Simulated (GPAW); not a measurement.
# MnAl7As8 (AlAs32 Mn2 d4p00): parallel and opposed starts, part 2 of 2

Aim: find out whether MnAl7As8 (AlAs32 Mn2 d4p00) carries moments, and which collinear order costs least.

GPAW 26.7.0; PBE with U = 4 eV on Mn d; plane waves with GPAW's PAW setups, scalar-relativistic.

So far. Step 2 (Start 1: ferro ++): After 29 cycles the largest moment stands at 4.21 μB.

## (3) Order 2, typed as antiferro +-

Reversing part of the moments tests the sign of the couplings between them.

The input, order2.py:

```python
import json
import numpy as np
from ase import Atoms
from ase.parallel import paropen, parprint
from gpaw import GPAW

atoms = Atoms(['Mn', 'As', 'Mn', 'As', 'Al', 'As', 'Al', 'As', 'Al', 'As', 'Al', 'As', 'Al', 'As', 'Al', 'As', 'Al', 'As', 'Al', 'As', 'Al', 'As', 'Al', 'As', 'Al', 'As', 'Al', 'As', 'Al', 'As', 'Al', 'As'],
    cell=[[11.322, 0.0, 0.0],
         [0.0, 11.322, 0.0],
         [0.0, 0.0, 5.661]],
    scaled_positions=[[0.0, 0.0, 0.0],
         [0.125, 0.125, 0.25],
         [0.0, 0.25, 0.5],
         [0.125, 0.375, 0.75],
         [0.25, 0.0, 0.5],
         [0.375, 0.125, 0.75],
         [0.25, 0.25, 0.0],
         [0.375, 0.375, 0.25],
         [0.0, 0.5, 0.0],
         [0.125, 0.625, 0.25],
         [0.0, 0.75, 0.5],
         [0.125, 0.875, 0.75],
         [0.25, 0.5, 0.5],
         [0.375, 0.625, 0.75],
         [0.25, 0.75, 0.0],
         [0.375, 0.875, 0.25],
         [0.5, 0.0, 0.0],
         [0.625, 0.125, 0.25],
         [0.5, 0.25, 0.5],
         [0.625, 0.375, 0.75],
         [0.75, 0.0, 0.5],
         [0.875, 0.125, 0.75],
         [0.75, 0.25, 0.0],
         [0.875, 0.375, 0.25],
         [0.5, 0.5, 0.0],
         [0.625, 0.625, 0.25],
         [0.5, 0.75, 0.5],
         [0.625, 0.875, 0.75],
         [0.75, 0.5, 0.5],
         [0.875, 0.625, 0.75],
         [0.75, 0.75, 0.0],
         [0.875, 0.875, 0.25]],
    pbc=True,
    magmoms=[4.5, 0.0, -4.5, 0.0, 0.0, 0.0, 0.0, 0.0, 0.0, 0.0, 0.0, 0.0, 0.0, 0.0, 0.0, 0.0, 0.0, 0.0, 0.0, 0.0, 0.0, 0.0, 0.0, 0.0, 0.0, 0.0, 0.0, 0.0, 0.0, 0.0, 0.0, 0.0])
atoms.calc = GPAW(mode={'name': 'pw', 'ecut': 450},
    xc='PBE',
    kpts={'size': (3, 3, 5), 'gamma': True},
    occupations={'name': 'fermi-dirac', 'width': 0.05},
    convergence={'density': 1e-05, 'energy': 1e-05},
    maxiter=200,
    mixer={'name': 'pulay', 'beta': 0.05, 'nmaxold': 6, 'weight': 50},
    setups={'Mn': ':d,4.0'},
    symmetry={'tolerance': 1e-4},
    txt='order2.txt')
e = atoms.get_potential_energy(force_consistent=True)
res = {'free_energy': e, 'energy_sigma0': atoms.get_potential_energy(), 'fermi_energy': atoms.calc.get_fermi_level()}
res['moments'] = atoms.get_magnetic_moments().tolist()
res['total'] = atoms.get_magnetic_moment()
parprint('site moments (muB):', np.round(res['moments'], 3))
parprint(f"total moment: {res['total']:.3f} muB")
parprint(f'free energy: {e:.6f} eV')
atoms.calc.write('order2.gpw')
with paropen('results.json', 'w') as f:
    json.dump(res, f)
```

The run is started by

```bash
$ OMP_NUM_THREADS=1 mpirun -n 4 gpaw python order2.py > order2.log
```

Numbers of over 12 decimals in the logs are rounded to 6 here.

What it wrote:

```text
site moments (muB): [ 4.247e+00 -0.000e+00 -4.247e+00  5.300e-02  3.000e-03 -0.000e+00
 -3.000e-03  0.000e+00 -6.000e-03 -0.000e+00  6.000e-03 -5.300e-02
 -4.000e-03 -0.000e+00  4.000e-03 -0.000e+00  1.000e-03 -0.000e+00
 -1.000e-03  0.000e+00  3.000e-03 -0.000e+00 -3.000e-03  5.300e-02
 -1.000e-03 -0.000e+00  1.000e-03 -0.000e+00 -4.000e-03 -0.000e+00
  4.000e-03 -5.300e-02]
total moment: -0.000 muB
free energy: -155.455192 eV

--- order2.txt ---
Input parameters:
  mode=PW(ecut=450),
  convergence={'density': 1e-05, 'energy': 1e-05},
  kpts=MonkhorstPack(size=(3, 3, 5), gamma=True),
  maxiter=200,
  mixer=Pulay(name='pulay', nmaxold=6, beta=0.05, weight=50, sigma=0.015, g_ss=None),
  occupations=Occupations(name='fermi-dirac', width=0.05),
  setups={'Mn': ':d,4.0'},
  symmetry=Symmetry(tolerance=0.0001),
  xc=XC(name='PBE')

Diagonalizing LCAO Hamiltonian
Converting LCAO to pw mode
        .---------------------------.
       /|                           |
      / |                           |
     /  |  As            As         |
    /   |       As            As    |
   /  Al|           Al              |
  /    As         As As         As  |
 *      .--Al------------Al---------.
 |     / As As         As As       /
 | Mn /      Al  Al        Al     /
 |   Al Al    As   Al Al    As   /
 |  /As            As           /
 | /      Al            Al     /
 |/                           /
 Mn------------Al------------*

Atoms  # Å, Bohr magnetons
|    | symbol |        x |        y |        z |    initial magnetic moments |
|----|--------|----------|----------|----------|-----------------------------|
|  0 |     Mn | 0.000000 | 0.000000 | 0.000000 | ( 0.0000,  0.0000,  4.5000) |
|  1 |     As | 1.415250 | 1.415250 | 1.415250 | ( 0.0000,  0.0000,  0.0000) |
|  2 |     Mn | 0.000000 | 2.830500 | 2.830500 | ( 0.0000,  0.0000, -4.5000) |
|  3 |     As | 1.415250 | 4.245750 | 4.245750 | ( 0.0000,  0.0000,  0.0000) |
|  4 |     Al | 2.830500 | 0.000000 | 2.830500 | ( 0.0000,  0.0000,  0.0000) |
|  5 |     As | 4.245750 | 1.415250 | 4.245750 | ( 0.0000,  0.0000,  0.0000) |
|  6 |     Al | 2.830500 | 2.830500 | 0.000000 | ( 0.0000,  0.0000,  0.0000) |
|  7 |     As | 4.245750 | 4.245750 | 1.415250 | ( 0.0000,  0.0000,  0.0000) |
|  8 |     Al | 0.000000 | 5.661000 | 0.000000 | ( 0.0000,  0.0000,  0.0000) |
|  9 |     As | 1.415250 | 7.076250 | 1.415250 | ( 0.0000,  0.0000,  0.0000) |
| 10 |     Al | 0.000000 | 8.491500 | 2.830500 | ( 0.0000,  0.0000,  0.0000) |
| 11 |     As | 1.415250 | 9.906750 | 4.245750 | ( 0.0000,  0.0000,  0.0000) |
| 12 |     Al | 2.830500 | 5.661000 | 2.830500 | ( 0.0000,  0.0000,  0.0000) |
| 13 |     As | 4.245750 | 7.076250 | 4.245750 | ( 0.0000,  0.0000,  0.0000) |
| 14 |     Al | 2.830500 | 8.491500 | 0.000000 | ( 0.0000,  0.0000,  0.0000) |
| 15 |     As | 4.245750 | 9.906750 | 1.415250 | ( 0.0000,  0.0000,  0.0000) |
| 16 |     Al | 5.661000 | 0.000000 | 0.000000 | ( 0.0000,  0.0000,  0.0000) |
| 17 |     As | 7.076250 | 1.415250 | 1.415250 | ( 0.0000,  0.0000,  0.0000) |
| 18 |     Al | 5.661000 | 2.830500 | 2.830500 | ( 0.0000,  0.0000,  0.0000) |
| 19 |     As | 7.076250 | 4.245750 | 4.245750 | ( 0.0000,  0.0000,  0.0000) |
| 20 |     Al | 8.491500 | 0.000000 | 2.830500 | ( 0.0000,  0.0000,  0.0000) |
| 21 |     As | 9.906750 | 1.415250 | 4.245750 | ( 0.0000,  0.0000,  0.0000) |
| 22 |     Al | 8.491500 | 2.830500 | 0.000000 | ( 0.0000,  0.0000,  0.0000) |
| 23 |     As | 9.906750 | 4.245750 | 1.415250 | ( 0.0000,  0.0000,  0.0000) |
| 24 |     Al | 5.661000 | 5.661000 | 0.000000 | ( 0.0000,  0.0000,  0.0000) |
| 25 |     As | 7.076250 | 7.076250 | 1.415250 | ( 0.0000,  0.0000,  0.0000) |
| 26 |     Al | 5.661000 | 8.491500 | 2.830500 | ( 0.0000,  0.0000,  0.0000) |
| 27 |     As | 7.076250 | 9.906750 | 4.245750 | ( 0.0000,  0.0000,  0.0000) |
| 28 |     Al | 8.491500 | 5.661000 | 2.830500 | ( 0.0000,  0.0000,  0.0000) |
| 29 |     As | 9.906750 | 7.076250 | 4.245750 | ( 0.0000,  0.0000,  0.0000) |
| 30 |     Al | 8.491500 | 8.491500 | 0.000000 | ( 0.0000,  0.0000,  0.0000) |
| 31 |     As | 9.906750 | 9.906750 | 1.415250 | ( 0.0000,  0.0000,  0.0000) |

Unit cell  # Å
| periodic |         x |         y |        z |   lengths |    angles |
|----------|-----------|-----------|----------|-----------|-----------|
|      yes | 11.322000 |  0.000000 | 0.000000 | 11.322000 | 90.000000 |
|      yes |  0.000000 | 11.322000 | 0.000000 | 11.322000 | 90.000000 |
|      yes |  0.000000 |  0.000000 | 5.661000 |  5.661000 | 90.000000 |

Number of symmetries: 2

BZ-sampling:
  Number of BZ points: 45
  Number of IBZ points: 16

  Monkhorst-Pack size: [3, 3, 5]
  Monkhorst-Pack shift: [0, 0, 0]

Plane wave coefficients: 15772
Cutoff: 450.000000 eV

Spin-components: 2 (collinear spins)
Bands:           96
Projectors:      162
Spin-degeneracy: 1
Datatype:        complex128

Parallelization:
  kpt:    4
  domain: 1
  band:   1

Density:
  Valence electrons: 152.0
  Components: 2
  Grid points: [56 56 28]
  Charge: 0.0  # |e|

Potential:
  Grid points: [56 56 28]

[... setups left out ...]
Reference energy: -1139523.679456  # eV

eigensolver:
  PPCG
  Converge bands: occupied
  niter=2

density mixing:
  Pulay-Mixer
  Linear mixing parameters: 0.05
  Old densities: 6
  Fourier metric: weight=50, sigma=0.015

occupation numbers:
  Fermi-Dirac:
    width: 0.0500  # eV

poisson solver:
  ecut: 3600.000000  # eV

xc functional:
  name: PBE with 2 nearest neighbor stencil

convergence criteria:
- Maximum integral of absolute [dens]ity change: 1e-05 electrons / valence electron
- Maximum [total energy] change in last 3 cyles: 1e-05 eV / valence electron
- Maximum integral of absolute [eigenst]ate change: 4e-08 eV^2 / valence electron
maximum number of iterations: 200

SCF iterations
|iter     |      energy | eigst |  dens |  magmom |
|---------|-------------|-------|-------|---------|
|iter:   1|       0s | -156.856451 | +0.11 |       |  +0.0000|
|iter:   2|      32s | -156.693843 | -1.30 | -0.89 |  -0.0000|
|iter:   3|      62s | -155.357067 | -1.36 | -0.91 |  +0.0000|
|iter:   4|      92s | -155.335849 | -1.49 | -1.14 |  +0.0000|
|iter:   5|     119s | -155.484088 | -1.81 | -1.37 |  -0.0000|
|iter:   6|     146s | -155.446485 | -2.55 | -1.65 |  +0.0000|
|iter:   7|     172s | -155.407216 | -3.02 | -1.93 |  +0.0000|
|iter:   8|     197s | -155.404109 | -2.78 | -2.00 |  -0.0000|
|iter:   9|     223s | -155.402652 | -4.27 | -2.53 |  +0.0000|
|iter:  10|     248s | -155.402917c| -4.40 | -2.53 |  -0.0000|
|iter:  11|     273s | -155.403065c| -5.24 | -2.74 |  -0.0000|
|iter:  12|     298s | -155.403219c| -5.18 | -2.79 |  -0.0000|
|iter:  13|     323s | -155.403358c| -5.91 | -2.98 |  -0.0000|
|iter:  14|     348s | -155.403447c| -6.06 | -3.09 |  -0.0000|
|iter:  15|     373s | -155.403476c| -6.10 | -3.23 |  -0.0000|
|iter:  16|     398s | -155.403506c| -6.18 | -3.37 |  -0.0000|
|iter:  17|     423s | -155.403513c| -7.09 | -3.50 |  -0.0000|
|iter:  18|     448s | -155.403532c| -6.76 | -3.54 |  -0.0000|
|iter:  19|     473s | -155.403542c| -7.28 | -3.64 |  -0.0000|
|iter:  20|     499s | -155.403557c| -6.53 | -3.70 |  -0.0000|
|iter:  21|     511s | -155.403559c| -7.41c| -3.97 |  -0.0000|
|iter:  22|     536s | -155.403561c| -7.33 | -4.05 |  -0.0000|
|iter:  23|     548s | -155.403562c| -7.87c| -4.25 |  -0.0000|
|iter:  24|     560s | -155.403563c| -7.65c| -4.30 |  -0.0000|
|iter:  25|     573s | -155.403563c| -8.07c| -4.38 |  -0.0000|
|iter:  26|     585s | -155.403563c| -8.09c| -4.41 |  -0.0000|
|iter:  27|     598s | -155.403563c| -8.35c| -4.43 |  -0.0000|
|iter:  28|     611s | -155.403564c| -8.01c| -4.47 |  -0.0000|
|iter:  29|     624s | -155.403564c| -7.60c| -4.57 |  -0.0000|
|iter:  30|     638s | -155.403564c| -7.81c| -5.07c|  -0.0000|

Converged in 30 steps
Energy contributions relative to reference atoms: (reference = -1139523.679456)

Energy contributions:
  Kinetic:         345.120359
  Coulomb:        -304.028161
  Zero:             -0.032349
  External:          0.000000
  Xc:             -196.411786
  Entropy:          -0.103255
  Spinorbit:         0.000000
  ----------------------------
  Free energy:    -155.455192
  Extrapolated:   -155.403564

dipole moment: (-89.161021, -83.131943, -80.471299)  # |e|*Ang

Total magnetic moment: (0.000000, 0.000000, -0.000000)

Local magnetic moments
|        x |        y |         z |
|----------|----------|-----------|
| 0.000000 | 0.000000 |  4.246985 |  # Mn   0
| 0.000000 | 0.000000 | -0.000000 |  # As   1
| 0.000000 | 0.000000 | -4.246985 |  # Mn   2
| 0.000000 | 0.000000 |  0.052873 |  # As   3
| 0.000000 | 0.000000 |  0.003413 |  # Al   4
| 0.000000 | 0.000000 | -0.000000 |  # As   5
| 0.000000 | 0.000000 | -0.003413 |  # Al   6
| 0.000000 | 0.000000 |  0.000383 |  # As   7
| 0.000000 | 0.000000 | -0.006063 |  # Al   8
| 0.000000 | 0.000000 | -0.000000 |  # As   9
| 0.000000 | 0.000000 |  0.006063 |  # Al  10
| 0.000000 | 0.000000 | -0.052873 |  # As  11
[...]
| 0.000000 | 0.000000 | -0.000795 |  # Al  24
| 0.000000 | 0.000000 | -0.000000 |  # As  25
| 0.000000 | 0.000000 |  0.000795 |  # Al  26
| 0.000000 | 0.000000 | -0.000383 |  # As  27
| 0.000000 | 0.000000 | -0.003532 |  # Al  28
| 0.000000 | 0.000000 | -0.000000 |  # As  29
| 0.000000 | 0.000000 |  0.003532 |  # Al  30
| 0.000000 | 0.000000 | -0.052873 |  # As  31

Fermi level: 4.305
Eigenvalues  # (at kpt = [0.000, 0.000, 0.000])
| band index |      eig [eV] | occ [0-1] |      eig [eV] | occ [0-1] |
|------------|---------------|-----------|---------------|-----------|
|          0 |       -76.683 |     1.000 |       -76.683 |     1.000 |
|        ... |               |           |               |           |
|         66 |         3.057 |     1.000 |         3.057 |     1.000 |
|         67 |         3.149 |     1.000 |         3.149 |     1.000 |
|         68 |         3.218 |     1.000 |         3.218 |     1.000 |
|         69 |         3.388 |     1.000 |         3.388 |     1.000 |
|         70 |         3.554 |     1.000 |         3.554 |     1.000 |
|         71 |         3.558 |     1.000 |         3.558 |     1.000 |
|         72 |         3.688 |     1.000 |         3.688 |     1.000 |
|         73 |         3.732 |     1.000 |         3.732 |     1.000 |
|         74 |         4.460 |     0.043 |         4.460 |     0.043 |
|         75 |         4.495 |     0.022 |         4.495 |     0.022 |
|         76 |         4.539 |     0.009 |         4.539 |     0.009 |
|         77 |         5.816 |     0.000 |         5.816 |     0.000 |
|         78 |         5.873 |     0.000 |         5.873 |     0.000 |
|         79 |         5.879 |     0.000 |         5.879 |     0.000 |
|         80 |         6.439 |     0.000 |         6.439 |     0.000 |
|         81 |         6.468 |     0.000 |         6.468 |     0.000 |
|        ... |               |           |               |           |
|         95 |         8.060 |     0.000 |         8.060 |     0.000 |

No gap
No difference between direct/indirect transitions
```

Run time: 11 min. Hardware: 4 MPI ranks of Arm Neoverse V2, shared host; peak memory 2.6 GiB.

Spin moment in the augmentation sphere by element, in μB:

| element | atoms | mean | spread (r.m.s.) | least | largest |
| --- | --- | --- | --- | --- | --- |
| Mn | 2 | 0.00 | 4.25 | -4.25 | 4.25 |
| As | 16 | 0.00 | 0.03 | -0.05 | 0.05 |
| Al | 14 | 0.00 | 0.00 | -0.01 | 0.01 |

The atoms farthest from the mean of their element:

| atom | x, y, z (Å) | spin moment in the augmentation sphere (μB) |
| --- | --- | --- |
| Mn1 | 0.00, 0.00, 0.00 | 4.25 |
| Mn3 | 0.00, 2.83, 2.83 | -4.25 |
| As24 | 9.91, 4.25, 1.42 | 0.05 |
| As12 | 1.42, 9.91, 4.25 | -0.05 |
| As32 | 9.91, 9.91, 1.42 | -0.05 |
| As4 | 1.42, 4.25, 4.25 | 0.05 |
| Al9 | 0.00, 5.66, 0.00 | -0.01 |
| Al11 | 0.00, 8.49, 2.83 | 0.01 |

This step gave:

```yaml
magnetization: 0 μB
final_state: antiferromagnetic
```

It lies 201 meV a seeded atom over the first start, and its largest moment is 4.25 μB against 4.21 μB.

## (4) Energies of the orders

These are free energies at a smearing of 0.05 eV, so its entropy term is in the differences. They are divided by the number of seeded atoms, so that cells of unlike size compare.

Orders:

| start | final state | typed order kept | energy over the lowest (meV a seeded atom) | largest site moment (μB) | net moment (μB a primitive cell) | mesh matched | CPU time (s) |
| --- | --- | --- | --- | --- | --- | --- | --- |
| ferro ++ | ferromagnetic | yes | 0 | 4.213 | 8.001 | yes | 2767 |
| antiferro +- | antiferromagnetic | yes | 200.9 | 4.247 | 0 | yes | 2736 |

## (5) What came out

| Item | Value |
| --- | --- |
| lowest state found | ferromagnetic (typed ferro ++) |
| largest site moment | 4.21 μB |
| next state | antiferromagnetic, 201 meV a seeded atom higher |

**Reading.** The lowest state found is ferromagnetic, reached from the start ferro ++, with moments up to 4.21 μB. The next state costs 201 meV a seeded atom. This is the lowest of 2 finished starts, no proof of the ground state.

[Logs and program files are shortened in this print: banners, set-up blocks, solver, clock and traceback lines can be left out without a mark of their own.]

[Logs are printed without paths, hosts, clocks, repeated set-up lines and the standing remarks that a program may print on its own settings, such as how far it seeks lower states.]

[Hosts, paths, dates, database ids (printed as entryN), source tags and the programs' standing remarks are cut or masked in the printed files.]

[Where a cell is said to come from a database of computed structures, the database is the Materials Project.]
